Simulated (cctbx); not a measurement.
# Accept or mend?

Cell a = 4.2330 Å, b = 4.2330 Å, c = 10.8740 Å, α = 90.00°, β = 90.00°, γ = 90.00°; space group I4/mmm (no. 139). The compound is BaTi2Ga2.

The data are simulated with cctbx, not measured: Cu Kα, λ = 1.54184 Å, to d = 0.83 Å, 80 % of the full sphere, strongest reflection 40000 counts, noise from counting, a 6 % proportional error and a noise floor of 15 counts (s.d.); no absorption.

An anisotropic refinement with weights 1/σ² prints:

```text
Rint 0.048, 74 unique reflections to 0.83 A
cycle     R1     wR2    GooF  max shift (A)
   1  0.4150  0.6532  25.672   0.00000
   2  0.4255  0.6347  24.945   0.00000
final R1 0.4257 wR2 0.6347 GooF 24.944  parameters 4  data/parameter 18.5
atom        x        y        z      Ueq    occ   su(xyz)  su(Uiso or U11)
Ba1    0.00000  0.00000  0.00000   0.0014  1.000  0.00000  0.0066  NPD
Ga1    0.50000  0.00000  0.25000   0.0215  1.000  0.00000  0.0130
difference map: max 122.83 min -14.40 rms 7.99
Q1    0.0000  0.0000  0.0000    2  122.83  0.00 A from Ba1
Q2    0.0000  0.0000  0.3697    4   86.59  2.48 A from Ga1
Q3    0.0000  0.5000  0.2500    4   45.56  0.00 A from Ga1
Q4    0.0000  0.5000  0.1238    8   13.41  1.37 A from Ga1
Q5    0.0000  0.0000  0.5000    2   12.74  2.99 A from Ba1
Q6    0.0000  0.3337  0.5000    8    6.73  2.23 A from Ba1
```

Q: Accept it or mend it, and why?

Mend it. The fault: an atom left out, Ti at (1/2, 1/2, 0.1299). Against the right model at the same level, R1 goes from 0.0120 to 0.4257 and GooF from 1.00 to 24.94, the top difference peak, 122.8 e/Å³, lies on Ba1 and Ba1 goes non-positive-definite. Q2 is the missing atom. With scattering power missing, scale and phases suffer, so peaks may also grow on the heavy atoms.

The compound is BaTi2Ga2. The right model at the same level gives:

```text
Rint 0.048, 74 unique reflections to 0.83 A
cycle     R1     wR2    GooF  max shift (A)
   1  0.0299  0.0805   3.233   0.00041
   2  0.0120  0.0248   0.997   0.00000
final R1 0.0120 wR2 0.0248 GooF 0.997  parameters 7  data/parameter 10.6
atom        x        y        z      Ueq    occ   su(xyz)  su(Uiso or U11)
Ba1    0.00000  0.00000  0.00000   0.0100  1.000  0.00000  0.0002
Ga1    0.50000  0.00000  0.25000   0.0249  1.000  0.00000  0.0003
Ti1    0.50000  0.50000  0.12997   0.0170  1.000  0.00008  0.0004
difference map: max 0.57 min -0.37 rms 0.13
Q1    0.0000  0.0000  0.4578    4    0.58  0.95 A from Ti1
Q2    0.0000  0.0000  0.0756    4    0.40  0.82 A from Ba1
Q3    0.0000  0.5000  0.3026    8    0.33  0.57 A from Ga1
Q4    0.0000  0.2081  0.5000    8    0.29  1.67 A from Ti1
Q5    0.0000  0.2575  0.1494   16    0.29  1.50 A from Ga1
Q6    0.0000  0.2659  0.2322   16    0.24  1.01 A from Ga1
```

Isotropic U is held between 0.0001 and 1 Å² by the program, and listed peak heights are interpolated, so they can pass the grid's maximum.

This is a model crystal, built by substitution and not relaxed, with assumed displacement parameters.

[Middle refinement cycles are left out of these outputs.]

[Logs are printed without paths, hosts, clocks, repeated set-up lines and the standing remarks that a program may print on its own settings, such as how far it seeks lower states.]
